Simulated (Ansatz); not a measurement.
# Grüneisen parameters and expansion of Ca2Ir (hypothetical, Fm-3m), part 2 of 4

Wanted: mode Grüneisen parameters of Ca2Ir (hypothetical) and a free-energy fit over volumes. The crystal structure is hypothetical: it was made by swapping elements on a known structure type.

Ansatz 0.2.0; DFT PBE, scalar-relativistic, plane waves, PAW.

So far. Step 2 (Probe on a coarse mesh): The start is under 2.9 GPa at this level and looks like a metal on this mesh.

## (4) Tight relaxation

The thresholds are tightened for a last relaxation ahead of the phonons, and where mesh or smearing change with them the cell follows.

File input.yaml:

```yaml
crystal:
  lattice:
    - [0.0, 3.4411621586, 3.4411621586]
    - [3.4411621586, 0.0, 3.4411621586]
    - [3.4411621586, 3.4411621586, 0.0]
  atoms:
    - { symbol: Ca, position: [0.75, 0.75, 0.75] }
    - { symbol: Ca, position: [0.25, 0.25, 0.25] }
    - { symbol: Ir, position: [0.0, 0.0, 0.0] }
kpoints:
  mp_grid: { grid: [12, 12, 12] }
hamiltonian:
  xc: pbe
scf:
  occupations: { method: methfessel_paxton, width: 0.15 }
output:
  forces: true
  stress: true
  eigenvalues: true
relax:
  adjacent_minimum: "off"
  f_tol: 0.001
  max_steps: 60
  cell: { stress_tol: 0.01 }
```

Command:

```
$ ansatz run input.yaml --threads 4 --pin off --max-ram 8192MiB --backend cpu --events-out ev --progress --plain --runs-dir out
```

Numbers of over 12 decimals in the logs are rounded to 6 here.

The program printed:

```text
[...]
Crystal: 3 atoms, lattice volume = 81.498 Å³
Basis set: ecut = 420 eV, 1639 PW (Γ), exchange–correlation on 72×72×72 points (8 copies of the dense FFT grid, shifted against one another)
Bands: 23, of which v1, the nominal top of the filled ones, is band 19 counted from 1 (18 counted from 0)
Symmetry: 48 space group operations
[...]
k-points: 72 of 1728
[...]
--- Relaxed structure (1 steps of the walk, 1 accepted, 1 SCFs on fresh bases) ---
[...]
cell:  # Å, volume = 81.4977 Å³
    - [0.0, 3.4411621586, 3.4411621586]
    - [3.4411621586, 0.0, 3.4411621586]
    - [3.4411621586, 3.4411621586, 0.0]
  atoms:
    - { symbol: Ca, position: [0.75, 0.75, 0.75] }
    - { symbol: Ca, position: [0.25, 0.25, 0.25] }
    - { symbol: Ir, position: [0.0, 0.0, 0.0] }
[key lines of the parts left out:]
SCF converged after 7 iterations
Free energy (F): -15569.628686 eV
Fermi energy:    8.875410 eV
P = ⅓ Tr σ = -0.0034 GPa (-0.034 kbar)
```

It took 7.9 s on 4 threads of Arm Neoverse N1, shared host; peak memory 0.45 GiB.

Little changed from the start: no atom moved by 0.005 Å and no cell edge by 0.1 %.

Numbers from this step:

```
pressure : -0.003400 GPa
```

The residual pressure is -0.0034 GPa, small enough for phonons.

## (5) Lattice dynamics at this volume, V/V0 1

The same q-mesh and k-mesh are kept at every volume, so that much of their error can cancel in the differences.

input.yaml, the sections that differ from step 4:

```yaml
output:
  eigenvalues: true
phonons:
  method: dfpt
  qmesh: [2, 2, 2]
  temperatures: { t_max: 1000, t_step: 50 }
  qpath:
    path:
      - [[0.0, 0.0, 0.0], [0.5, 0.0, 0.5], [0.625, 0.25, 0.625]]
      - [[0.375, 0.375, 0.75], [0.0, 0.0, 0.0], [0.5, 0.5, 0.5], [0.5, 0.25, 0.75], [0.5, 0.0, 0.5]]
    npoints: 10
# crystal, kpoints, hamiltonian, scf: as in step 4
# relax: removed
```

The program printed:

```text
[...]
Crystal: 3 atoms, lattice volume = 81.498 Å³
Basis set: ecut = 420 eV, 1639 PW (Γ), exchange–correlation on 72×72×72 points (8 copies of the dense FFT grid, shifted against one another)
Bands: 23, of which v1, the nominal top of the filled ones, is band 19 counted from 1 (18 counted from 0)
Symmetry: 48 space group operations
k-points: 72 of 1728
[...]
SCF iter   1: F=—  HF=-15569.628556 eV  |F-HF|=—  |Δ(HF+E_count)|=         —  Δρ=4.99e-3  dr2=9.83e-3  ethr=1.77e-3  ⟨swp⟩=6.5  Hψ=7692  notcnv=0
[...]
SCF iter  10: F=-15569.628686 eV  HF=-15569.628686 eV  |F-HF|=9.09e-12  |Δ(HF+E_count)|=  3.09e-11  S|Δr|=    0.00e0  Δρ=3.02e-8  dr2=5.86e-13  ethr=1.00e-12  ⟨swp⟩=5.6  Hψ=6651  notcnv=0
SCF 1 converged in 10 iterations: F = -15569.628686 eV  dr2 = 5.86e-13
[...]
phonons: the bands overlap, so this run is a metal and interpolates without the dipole-dipole term. If the crystal is really an insulator or semiconductor, its LO-TO splitting is missing
NSCF: frozen V_eff on 72 k-points
[...]
DFPT response loops at q = (0, 0, 0) (fractional): preconditioner auto → Kerker (q_TF=auto, 2.392 Å⁻¹) (partly filled bands, converged f_vac=0.000); β = 1.00, the filter's whole step (`scf.mixing.beta` (0.50) is not read by the response loops under this deck's `scf.mixing.preconditioner`; to damp them name `kerker` or `kerker_dos`, under which they read `scf.mixing.beta`, and type it under 1.00, their step now; both keys bind the ground state too); Broyden in place of MSR1
[...]
SCF converged after 10 iterations
[...]
Free energy (F): -15569.628686 eV
[...]
Internal energy: -15569.625371 eV  (E = F + TS)
E sigma→0 (E₀):  -15569.627857 eV
Entropy (-TS):   -0.003315 eV (-1.105 meV/atom)
Fermi energy:    8.875410 eV
[...]
--- Band table (eV; the first three rows and the last of 72) ---
  k-point 0: bands = [... 15 lower, 7.6577, 7.6577, 7.6577, 10.0165, 10.0165, 10.0165, 12.3519, 12.3519]
  k-point 1: bands = [... 15 lower, 7.6392, 7.6551, 7.6551, 9.8809, 10.0654, 10.0654, 12.3495, 12.3495]
  k-point 2: bands = [... 15 lower, 7.5923, 7.6493, 7.6493, 9.5331, 10.2034, 10.2034, 12.3505, 12.3505]
  k-point 71: bands = [... 15 lower, 7.1866, 7.7153, 7.8195, 9.5336, 9.5336, 10.6673, 11.9256, 12.0607]
--- Phonons (Γ-DFPT): 2 representative perturbations + reference (Σ response iterations 6) ---
  ASR residual: 5.655e-5 → 0.000e0 eV/Å²; symmetrization residual: 1.109e-6 eV/Å²
  ASR residual per site (eV/Å²): 2.48e-5 2.48e-5 5.66e-5
  Γ frequencies (cm⁻¹): 0.00 0.00 0.00 137.10 137.10 137.10 205.29 205.29 205.29
--- Phonons (arbitrary-q DFPT): 3 irreducible q on the 2×2×2 mesh ---
  q = [0.0000, 0.0000, 0.0000] (star 1, of the zone-centre solve; hermiticity 5.43e-7, symmetrization 1.72e-12): -0.00 0.00 0.00 137.10 137.10 137.10 205.29 205.29 205.29
  q = [0.0000, 0.0000, -0.5000] (star 4, 2 solved perturbations on 476 of 1728 k-point pairs; hermiticity 4.85e-6, symmetrization 4.71e-13): 56.65 56.65 93.10 148.97 158.43 158.43 169.28 169.28 172.37
  q = [0.0000, -0.5000, -0.5000] (star 3, 4 solved perturbations in 886 linear systems a pass and spin channel, the states on 280 of 1728 k-point pairs; hermiticity 4.00e-6, symmetrization 1.16e-13): 65.14 71.32 71.32 91.78 91.78 95.93 195.14 195.14 229.26
  sum rule: each row above includes the acoustic sum rule's correction from the zone centre's row sums; it moved no ω² by more than (0.41 cm⁻¹)²
  mesh force constants: q→R imaginary residual 4.18e-17; ASR residual 5.655e-5 → 0.000e0 eV/Å²; symmetrization residual 4.441e-15 eV/Å²
  interpolated dispersion: 62 rows × 9 modes
  density of states and harmonic sums: on the 16×16×16 q-mesh, interpolated from the force constants of a 2×2×2 supercell (no non-analytic term)
  largest difference from the sums on the solved wave vectors: F 9.24e-2 eV, S 1.25e-4 and C_V 3.23e-5 eV/K
  zero-point energy: 0.071254 eV/cell   skipped modes (ω ≤ 0): 3   left out of the sums: 8.14e-5 of the cell's modes: C_V's classical limit lies that fraction below 3 k_B per atom; for a crystal, a wire or a layer, F and S can be off by more, and a phonons.interpolated_qmesh denser along its periods is the remedy for the sampling
```

The job ended after 3.6 min (4 threads; peak memory 2.1 GiB).

Numbers from this step:

```
lowest frequency on the path             : 0 cm⁻¹
zero-point energy                        : 0.07125 eV/cell
point group                              : m-3m
highest frequency                        : 229.3 cm⁻¹
Debye temperature from the second moment : 258 K
```

No LO-TO term. Phonon branches along the path, in cm⁻¹:

| point | branch 1 | branch 2 | branch 3 | branch 4 | branch 5 | branch 6 | branch 7 | branch 8 | branch 9 |
| --- | --- | --- | --- | --- | --- | --- | --- | --- | --- |
| Γ | 0 | 0 | 0 | 137 | 137 | 137 | 205 | 205 | 205 |
| halfway | 39 | 39 | 78 | 121 | 121 | 153 | 185 | 201 | 201 |
| X | 65 | 71 | 71 | 92 | 92 | 96 | 195 | 195 | 229 |
| halfway | 68 | 71 | 74 | 90 | 97 | 102 | 194 | 194 | 227 |
| U | 68 | 72 | 79 | 88 | 111 | 115 | 189 | 190 | 221 |
| jump to K | 68 | 72 | 79 | 88 | 111 | 115 | 189 | 190 | 221 |
| halfway | 42 | 52 | 77 | 119 | 156 | 160 | 174 | 174 | 204 |
| Γ | 0 | 0 | 0 | 137 | 137 | 137 | 205 | 205 | 205 |
| halfway | 43 | 43 | 68 | 140 | 144 | 144 | 190 | 190 | 191 |
| L | 57 | 57 | 93 | 149 | 158 | 158 | 169 | 169 | 172 |
| halfway | 63 | 67 | 89 | 109 | 117 | 154 | 162 | 199 | 201 |
| W | 71 | 78 | 82 | 83 | 83 | 154 | 154 | 213 | 214 |
| halfway | 70 | 71 | 75 | 89 | 90 | 115 | 184 | 201 | 225 |
| X | 65 | 71 | 71 | 92 | 92 | 96 | 195 | 195 | 229 |

The phonon branches as a text plot (rows in cm⁻¹):

```
    225 |         *********                                 *****
    215 |        *         **                            ***
    205 |*******             *************            ***   **
    196 |  *    *********         ***     ***        **       ***
    186 |   *  *         ***     *          **     **         *
    177 |                   *** *             ******        **
    167 |    **              ***                ******
    158 |   *                  **              *************
    148 |  *   *             **  ***        ********       *
    139 |***                *       ***********    **
    129 |   *** *          *     ***                **      *
    119 |      **         **    *                    **      *
    110 |        *      ***    *                      **      *
    100 |         ** ****   ***                        **      **
     91 |        ***********                   ***********  *****
     81 |      **        ********            **         *****
     72 |    **     ********     *          *         ***********
     62 |         ** **    *****                   *****       **
     53 |   *    *             ** **       * ******
     43 |  *   **               **        * *
     33 |    **                  ****    * *
     24 | * *                     ****   **
     14 |  *                        **  *
      5 |**                          ***
         Γ           X  U|K            Γ         L        W     X
```

The phonon density of states has structure finer than the step of the table below, so its rows give means over 10 cm⁻¹, whole bins alone (the curve runs from 1 to 229 cm⁻¹). Peaks (cm⁻¹: height): 67.0: 0.087, 89.0: 0.117, 135.0: 0.0495, 201.0: 0.0952.

Tetrahedra on 16 16 16, mean over bins of 2 cm⁻¹. The phonon density of states by wavenumber; means over each step:

| wavenumber (cm⁻¹) | phonon density of states (1/cm⁻¹/cell) |
| --- | --- |
| 10 | 7.3e-4 |
| 20 | 0.00335 |
| 30 | 0.00832 |
| 40 | 0.0172 |
| 50 | 0.0363 |
| 60 | 0.0789 |
| 70 | 0.0684 |
| 80 | 0.0390 |
| 90 | 0.0783 |
| 100 | 0.0328 |
| 110 | 0.0374 |
| 120 | 0.0424 |
| 130 | 0.0469 |
| 140 | 0.0442 |
| 150 | 0.0445 |
| 160 | 0.0279 |
| 170 | 0.0404 |
| 180 | 0.0506 |
| 190 | 0.0634 |
| 200 | 0.0877 |
| 210 | 0.0330 |
| 220 | 0.0159 |

Harmonic. Thermo, by row:

| T (K) | F_vib (meV/atom) | S (J/mol-atom/K) | C_V (J/mol-atom/K) |
| --- | --- | --- | --- |
| 0 | 23.75 | 0 | 0 |
| 50 | 22.76 | 5.927 | 10.42 |
| 100 | 16.99 | 16.11 | 18.62 |
| 150 | 6.42 | 24.34 | 21.7 |
| 200 | -7.93 | 30.79 | 23.02 |
| 250 | -25.28 | 36.01 | 23.68 |
| 300 | -45.1 | 40.36 | 24.05 |
| 350 | -67 | 44.08 | 24.28 |
| 400 | -90.71 | 47.34 | 24.43 |
| 450 | -116 | 50.22 | 24.54 |
| 500 | -142.7 | 52.81 | 24.61 |
| 550 | -170.7 | 55.16 | 24.67 |
| 600 | -199.8 | 57.31 | 24.71 |
| 650 | -230.1 | 59.29 | 24.75 |
| 700 | -261.3 | 61.12 | 24.77 |
| 750 | -293.4 | 62.83 | 24.8 |
| 800 | -326.4 | 64.43 | 24.81 |
| 850 | -360.1 | 65.94 | 24.83 |
| 900 | -394.7 | 67.36 | 24.84 |
| 950 | -429.9 | 68.7 | 24.85 |
| 1000 | -465.9 | 69.97 | 24.86 |

Phonopy on the run's constants, 15x15x15 mesh, Gaussian sigma 2.0 cm⁻¹. The modes by wavenumber; read off at these points; values in 1/cm⁻¹/cell:

| wavenumber (cm⁻¹) | Ca | Ir |
| --- | --- | --- |
| -5.0 | 1.3e-6 | 3.8e-6 |
| 0.0 | 4.8e-5 | 1.2e-4 |
| 5.0 | 1.3e-5 | 2.9e-5 |
| 10.0 | 2.9e-4 | 7.0e-4 |
| 15.0 | 4.4e-4 | 0.00108 |
| 20.0 | 0.00117 | 0.00295 |
| 25.0 | 0.00138 | 0.00363 |
| 30.0 | 0.00241 | 0.00651 |
| 35.0 | 0.00267 | 0.00779 |
| 40.0 | 0.00470 | 0.0145 |
| 45.0 | 0.00499 | 0.0169 |
| 50.0 | 0.00706 | 0.0282 |
| 55.0 | 0.00975 | 0.0502 |
| 60.0 | 0.0111 | 0.0692 |
| 63.9 | 0.0114 | 0.0720 |
| 65.0 | 0.0119 | 0.0715 |
| 70.0 | 0.0166 | 0.0581 |
| 75.0 | 0.0116 | 0.0241 |
| 80.0 | 0.0097 | 0.0246 |
| 85.0 | 0.0107 | 0.0666 |
| 88.0 | 0.0158 | 0.0880 |
| 90.0 | 0.0197 | 0.0709 |
| 95.0 | 0.0236 | 0.0132 |
| 100.0 | 0.0230 | 0.00577 |
| 105.0 | 0.0327 | 0.00624 |
| 110.0 | 0.0279 | 0.00558 |
| 115.0 | 0.0349 | 0.00651 |
| 120.0 | 0.0383 | 0.00582 |
| 125.0 | 0.0346 | 0.00598 |
| 130.0 | 0.0406 | 0.00650 |
| 135.0 | 0.0425 | 0.00578 |
| 140.0 | 0.0407 | 0.00454 |
| 145.0 | 0.0337 | 0.00280 |
| 149.1 | 0.0463 | 0.00271 |
| 150.0 | 0.0434 | 0.00270 |
| 155.0 | 0.0301 | 0.00205 |
| 158.7 | 0.0411 | 0.00188 |
| 160.0 | 0.0391 | 0.00168 |
| 165.0 | 0.0206 | 7.4e-4 |
| 170.0 | 0.0505 | 9.7e-4 |
| 171.5 | 0.0515 | 8.9e-4 |
| 175.0 | 0.0395 | 8.1e-4 |
| 180.0 | 0.0528 | 8.8e-4 |
| 185.0 | 0.0484 | 7.5e-4 |
| 190.0 | 0.0627 | 8.0e-4 |
| 195.0 | 0.0805 | 8.6e-4 |
| 197.3 | 0.0898 | 9.1e-4 |
| 200.0 | 0.0890 | 7.7e-4 |
| 205.0 | 0.0625 | 4.7e-4 |
| 210.0 | 0.0333 | 2.2e-4 |
| 215.0 | 0.0226 | 1.1e-4 |
| 220.0 | 0.0156 | 4.8e-5 |
| 225.0 | 0.00951 | 1.7e-5 |
| 230.0 | 0.00186 | 0 |
| 235.0 | 1.0e-5 | 0 |
| 240.0 | 0 | 0 |

No LO-TO term. Modes at Γ, with each element's share of the kinetic energy:

| mode | frequency (cm⁻¹) | symmetry | Ca % | Ir % |
| --- | --- | --- | --- | --- |
| 1 | 0.0 | T1u | 29 | 71 |
| 2 | 0.0 | T1u | 29 | 71 |
| 3 | 0.0 | T1u | 29 | 71 |
| 4 | 137.1 | T1u | 71 | 29 |
| 5 | 137.1 | T1u | 71 | 29 |
| 6 | 137.1 | T1u | 71 | 29 |
| 7 | 205.3 | T2g | 100 | 0 |
| 8 | 205.3 | T2g | 100 | 0 |
| 9 | 205.3 | T2g | 100 | 0 |

Displacements in mode 4 (137.1 cm⁻¹), the largest set to 1:
```
Ca1  0.00 -0.05  1.00
Ca2  0.00 -0.05  1.00
Ir3  0.00  0.02 -0.42
```

Displacements in mode 7 (205.3 cm⁻¹), the largest set to 1:
```
Ca1  0.00 -0.17 -1.00
Ca2  0.00  0.17  1.00
Ir3  0.00  0.00  0.00
```

No mode is imaginary beyond numerical noise at the solved wavevectors.

## (6) Single point at a scaled cell, V/V0 1.015

Symmetry fixes every atom, so a single point at the scaled cell gives the energy and pressure of this member.

The cell differs from the one that the last finished run ended in (a 4.867 → 4.891 Å, b 4.867 → 4.891 Å, c 4.867 → 4.891 Å).

input.yaml, the sections that differ from step 5:

```yaml
crystal:
  lattice:
    - [0.0, 3.4582826502, 3.4582826502]
    - [3.4582826502, 0.0, 3.4582826502]
    - [3.4582826502, 3.4582826502, 0.0]
  atoms:
    - { symbol: Ca, position: [0.75, 0.75, 0.75] }
    - { symbol: Ca, position: [0.25, 0.25, 0.25] }
    - { symbol: Ir, position: [0.0, 0.0, 0.0] }
output:
  forces: true
  stress: true
  eigenvalues: true
# kpoints, hamiltonian, scf: as in step 5
# phonons: removed
```

The program printed:

```text
[...]
Crystal: 3 atoms, lattice volume = 82.720 Å³
Basis set: ecut = 420 eV, 1639 PW (Γ), exchange–correlation on 72×72×72 points (8 copies of the dense FFT grid, shifted against one another)
Bands: 23, of which v1, the nominal top of the filled ones, is band 19 counted from 1 (18 counted from 0)
Symmetry: 48 space group operations
[...]
k-points: 72 of 1728
[...]
SCF iter   1: F=—  HF=-15569.625417 eV  |F-HF|=—  |Δ(HF+E_count)|=         —  Δρ=5.00e-3  dr2=8.45e-3  ethr=1.77e-3  ⟨swp⟩=6.5  Hψ=7669  notcnv=0
[...]
SCF iter   8: F=-15569.626007 eV  HF=-15569.626007 eV  |F-HF|=1.08e-9  |Δ(HF+E_count)|=   3.21e-9  S|Δr|=    0.00e0  Δρ=1.36e-6  dr2=2.97e-9  ethr=2.70e-10  ⟨swp⟩=4.4  Hψ=5247  notcnv=0
SCF 1 converged in 8 iterations: F = -15569.626007 eV  dr2 = 2.97e-9
[...]
SCF converged after 8 iterations
[...]
Free energy (F): -15569.626007 eV
[...]
Internal energy: -15569.622708 eV  (E = F + TS)
E sigma→0 (E₀):  -15569.625183 eV
Entropy (-TS):   -0.003299 eV (-1.100 meV/atom)
Fermi energy:    8.699036 eV
[...]
--- Stress (GPa, compression-positive) ---
       -0.690501      -0.000000       0.000000
       -0.000000      -0.690501      -0.000000
        0.000000       0.000000      -0.690501
  P = ⅓ Tr σ = -0.6905 GPa (-6.905 kbar)
--- Band table (eV; the first three rows and the last of 72) ---
  k-point 0: bands = [... 15 lower, 7.5046, 7.5046, 7.5046, 9.8540, 9.8540, 9.8540, 12.1468, 12.1468]
  k-point 1: bands = [... 15 lower, 7.4868, 7.5024, 7.5024, 9.7174, 9.9016, 9.9016, 12.1446, 12.1446]
  k-point 2: bands = [... 15 lower, 7.4416, 7.4979, 7.4979, 9.3675, 10.0359, 10.0359, 12.1460, 12.1460]
  k-point 71: bands = [... 15 lower, 7.0434, 7.5695, 7.6751, 9.3423, 9.3423, 10.4704, 11.7256, 11.8714]
```

Run time: 3.3 s. Hardware: 4 threads; peak memory 0.43 GiB; 12 s of CPU time.

Numbers from this step:

| Property | Result |
| --- | --- |
| pressure | -0.6905 GPa |
| volume per atom | 27.57 Å³ |

The run ends at a pressure of -0.69 GPa.

## (7) Lattice dynamics at this volume, V/V0 1.015

Phonons at this volume give one point of F(V, T); meshes stay fixed along the series.

input.yaml, the sections that differ from step 6:

```yaml
output:
  eigenvalues: true
phonons:
  method: dfpt
  qmesh: [2, 2, 2]
  temperatures: { t_max: 1000, t_step: 50 }
  qpath:
    path:
      - [[0.0, 0.0, 0.0], [0.5, 0.0, 0.5], [0.625, 0.25, 0.625]]
      - [[0.375, 0.375, 0.75], [0.0, 0.0, 0.0], [0.5, 0.5, 0.5], [0.5, 0.25, 0.75], [0.5, 0.0, 0.5]]
    npoints: 10
# crystal, kpoints, hamiltonian, scf: as in step 6
```

The program printed:

```text
[...]
Crystal: 3 atoms, lattice volume = 82.720 Å³
Basis set: ecut = 420 eV, 1639 PW (Γ), exchange–correlation on 72×72×72 points (8 copies of the dense FFT grid, shifted against one another)
Bands: 23, of which v1, the nominal top of the filled ones, is band 19 counted from 1 (18 counted from 0)
Symmetry: 48 space group operations
k-points: 72 of 1728
[...]
k-point 71: bands = [... 15 lower, 7.0434, 7.5695, 7.6751, 9.3423, 9.3423, 10.4704, 11.7255, 11.8714]
[...]
ASR residual: 5.870e-5 → 0.000e0 eV/Å²; symmetrization residual: 8.434e-7 eV/Å²
  ASR residual per site (eV/Å²): 1.37e-5 1.37e-5 5.87e-5
  Γ frequencies (cm⁻¹): 0.00 0.00 0.00 133.34 133.34 133.34 202.42 202.42 202.42
--- Phonons (arbitrary-q DFPT): 3 irreducible q on the 2×2×2 mesh ---
[...]
interpolated dispersion: 62 rows × 9 modes
[...]
[key lines of the parts left out:]
SCF converged after 10 iterations
Free energy (F): -15569.626007 eV
Fermi energy:    8.699025 eV
```

Wall time 3.7 min (4 threads); peak memory 2.1 GiB; 14 min of CPU time.

No LO-TO term. The phonon branches at the labelled points (cm⁻¹):

| point | branch 1 | branch 2 | branch 3 | branch 4 | branch 5 | branch 6 | branch 7 | branch 8 | branch 9 |
| --- | --- | --- | --- | --- | --- | --- | --- | --- | --- |
| Γ | 0 | 0 | 0 | 133 | 133 | 133 | 202 | 202 | 202 |
| halfway | 38 | 38 | 76 | 118 | 118 | 150 | 182 | 197 | 197 |
| X | 62 | 70 | 70 | 89 | 89 | 94 | 191 | 191 | 225 |
| halfway | 65 | 70 | 73 | 88 | 94 | 98 | 189 | 190 | 223 |
| U | 68 | 69 | 78 | 87 | 108 | 112 | 185 | 186 | 217 |
| jump to K | 68 | 69 | 78 | 87 | 108 | 112 | 185 | 186 | 217 |
| halfway | 41 | 52 | 75 | 116 | 152 | 156 | 171 | 171 | 200 |
| Γ | 0 | 0 | 0 | 133 | 133 | 133 | 202 | 202 | 202 |
| halfway | 42 | 42 | 67 | 136 | 140 | 140 | 188 | 188 | 188 |
| L | 56 | 56 | 92 | 146 | 154 | 154 | 166 | 166 | 168 |
| halfway | 62 | 66 | 87 | 107 | 114 | 151 | 159 | 195 | 197 |
| W | 70 | 75 | 79 | 82 | 82 | 150 | 150 | 209 | 209 |
| halfway | 67 | 70 | 74 | 86 | 89 | 112 | 180 | 196 | 220 |
| X | 62 | 70 | 70 | 89 | 89 | 94 | 191 | 191 | 225 |

The phonon branches as a text plot (rows in cm⁻¹):

```
    220 |         *********                                 *****
    211 |        *         **                            ***
    202 |*******             *************             **  ***
    192 |  *    *********         ***     ***        **       ***
    183 |   *  *         ***     *          **     **         *
    174 |                   *** *             *** **        **
    164 |    **              ***                ******
    155 |   *  *               **              *********** *
    145 |  *                 **  ***         *******     ***
    136 |**                 *     *************    **
    127 |  **** *          *     ****               **      *
    117 |      *           *    *                    **      *
    108 |       **       **    *                      **      *
     98 |         ** ****   ***                        **      **
     89 |        ***********                   ***********  *****
     80 |      **        ********            **         ******
     70 |    **     ********     *          *         ***********
     61 |         ** ***    ****                 *******      ***
     52 |   *    *             ** **       * ****
     42 |  *   **               **        * *
     33 |    **                  ****    ***
     23 | * *                     ****   *
     14 |  *                        **  *
      5 |**                          ***
         Γ           X  U|K            Γ         L        W     X
```

No mode is imaginary beyond numerical noise at the solved wavevectors. The highest zone-centre mode (no LO–TO term) moved by -1.4 % for a volume change of +1.5 %.

[end of part 2 of 4]

[Logs are printed without paths, hosts, clocks, repeated set-up lines and the standing remarks that a program may print on its own settings, such as how far it seeks lower states.]

[Hosts, paths, dates, database ids (printed as entryN), source tags and the programs' standing remarks are cut or masked in the printed files.]

[A step with changed settings may run another functional than the one named; its input shows which.]


